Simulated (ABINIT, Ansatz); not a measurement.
An input for ABINIT 10.8.3 (Al2O3 (Corundum)):

```
acell 3*1.0 Angstrom
rprim 
  2.380249999995 1.374237978213 4.331866666707
  -2.380249999995 1.374237978213 4.331866666707
  -0.000000000000 -2.748475956495 4.331866666685
ntypat 2
znucl 13 8
natom 10
typat 1 1 1 1 2 2 2 2 2 2
xred 
  0.352160000000 0.352160000000 0.352160000000
  0.147840000000 0.147840000000 0.147840000000
  0.647840000000 0.647840000000 0.647840000000
  0.852160000000 0.852160000000 0.852160000000
  0.556680000000 0.943320000000 0.250000000000
  0.250000000000 0.556680000000 0.943320000000
  0.943320000000 0.250000000000 0.556680000000
  0.443320000000 0.056680000000 0.750000000000
  0.750000000000 0.443320000000 0.056680000000
  0.056680000000 0.750000000000 0.443320000000
pp_dirpath "pseudos"
pseudos "Al.upf, O.upf"
ecut 36
ngkpt 2 2 2
nshiftk 1
shiftk 0 0 0
kptopt 1
chksymbreak 0
istwfk *1
occopt 1
irdwfk 1
optdriver 99
bs_calctype 1
mbpt_sciss 2.178 eV
bs_loband 9
nband 29
bs_exchange_term 1
bs_coulomb_term 11
bs_coupling 0
bs_algorithm 1
bs_freq_mesh 0 14 0.1 eV
zcut 0.15 eV
ecuteps 3.6
ecutwfn 18
inclvkb 2
irdscr 1
indata_prefix "in"
outdata_prefix "out"
tmpdata_prefix "tmp"
```

```sh
OMP_NUM_THREADS=1 mpirun -n 4 abinit run.abi > log
```

Question: How long will it take on 4 MPI ranks of Arm Neoverse V1, shared host, and how much memory?

It took 27 s; on shared hardware allow 13 s to 53 s. Peak host memory was 0.43 GiB.

The kernel grows as the square of the matrix size, and full diagonalisation as its cube.

[Paths, hosts, dates, memory and timing lines, banners, echoed tables and standing remarks are left out of the program output.]

[Logs are printed without paths, hosts, clocks, repeated set-up lines and the standing remarks that a program may print on its own settings, such as how far it seeks lower states.]

[Runs of the session that timed out or met a known fault of the program may be left out.]

[Hosts, paths, dates, database ids (printed as entryN), source tags and the programs' standing remarks are cut or masked in the printed files.]

[G0W0 gaps are taken among the corrected bands and points alone; a level outside them can change the order at an edge.]

[Where Ansatz stands beside ABINIT at settings called matched, ABINIT's density can come from a denser mesh and the files from another edition; pairs whose starting gaps differed by over 0.03 eV were left out, so agreement reads better than it is.]
